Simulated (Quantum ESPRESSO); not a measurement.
## KTaO3 (Pm-3m): zone-centre phonons

Which modes does KTaO3 (Pm-3m) have at the zone centre?

Calculated with Quantum ESPRESSO 7.5; DFT LDA, scalar-relativistic, plane waves, PseudoDojo norm-conserving pseudopotentials.

## (1) The structure

It takes space group Pm-3m (No. 221, cubic). The conventional cell has a = 3.988 Å, b = 3.988 Å, c = 3.988 Å, α = 90.00°, β = 90.00°, γ = 90.00°. K has 12 O at 2.82 Å nearest. Nearest to Ta lie 6 O at 1.99 Å. Nearest to O lie 2 Ta at 1.99 Å and 4 K at 2.82 Å. Farther neighbours and most contacts between anions are not listed.

## (2) A first look

Before anything dear is run, a loose run with smearing shows whether this is a metal and how far the cell is from rest.

probe.in reads:

```
&control
   calculation = 'scf'
   prefix = 'x'
   outdir = './tmp'
   pseudo_dir = './pseudo'
   tprnfor = .true.
   tstress = .true.
   verbosity = 'high'
/
&system
   ibrav = 1
   celldm(1) = 7.5367947
   nat = 5
   ntyp = 3
   ecutwfc = 92.0
   occupations = 'smearing'
   smearing = 'gaussian'
   degauss = 0.01
/
&electrons
   conv_thr = 1.0d-07
   mixing_beta = 0.7
   electron_maxstep = 100
/
ATOMIC_SPECIES
 K      39.0983  K.upf
 Ta    180.9479  Ta.upf
 O      15.9990  O.upf
ATOMIC_POSITIONS crystal
 K      0.500000000   0.500000000   0.500000000
 Ta     0.000000000   0.000000000   0.000000000
 O      0.500000000   0.000000000   0.000000000
 O      0.000000000   0.500000000   0.000000000
 O      0.000000000   0.000000000   0.500000000
K_POINTS automatic
 4 4 4 0 0 0
```

Launch:

```console
$ OMP_NUM_THREADS=1 mpirun -n 8 pw.x -nk 8 -in probe.in > probe.out
```

The runs that follow: relaxation; self-consistent run for the response; zone-centre response; modes with the sum rule; modes along a direction of q (1 0 0). Settings of the main run: cutoff 92 Ry, 8×8×8 k-mesh, fixed occupations, response threshold 1.00e-18, field response on, q point (0, 0, 0).

Q: Predict the highest mode moved by the LO-TO term and mean static dielectric constant.

At the LDA level the optical modes of KTaO3 (Pm-3m) at the zone centre (no LO-TO term) run from 99 to 556 cm⁻¹. Along the directions run, the highest mode that the macroscopic field moves lies at 819 cm⁻¹. Lattice motion raises the mean dielectric constant from 5.381 to 173.0.

```
volume per atom                                                        : 12.2 Å³
gap on the k-mesh                                                      : 2.17 eV
highest optical zone-centre mode (no LO-TO term)                       : 555.6 cm⁻¹
lowest optical zone-centre mode                                        : 99.3 cm⁻¹
highest mode moved by the LO-TO term                                   : 819.0 cm⁻¹
mean high-frequency dielectric constant                                : 5.38
largest Born charge in size (third of the trace)                       : 8.67 e
mean static dielectric constant                                        : 173.0
imaginary optical modes at the zone centre (no q mesh in this session) : none
```

Of the 12 optical modes, 9 are infrared active alone and 3 are silent. These are harmonic frequencies at zero temperature: anharmonic shifts and linewidths and thermal expansion are left out. Spin-orbit coupling is left out, which can matter for the heavy elements here.

[Host names and launcher messages were left out of these logs when they were recorded.]

[Logs are printed without paths, hosts, clocks, repeated set-up lines and the standing remarks that a program may print on its own settings, such as how far it seeks lower states.]

[Hosts, paths, dates, database ids (printed as entryN), source tags and the programs' standing remarks are cut or masked in the printed files.]
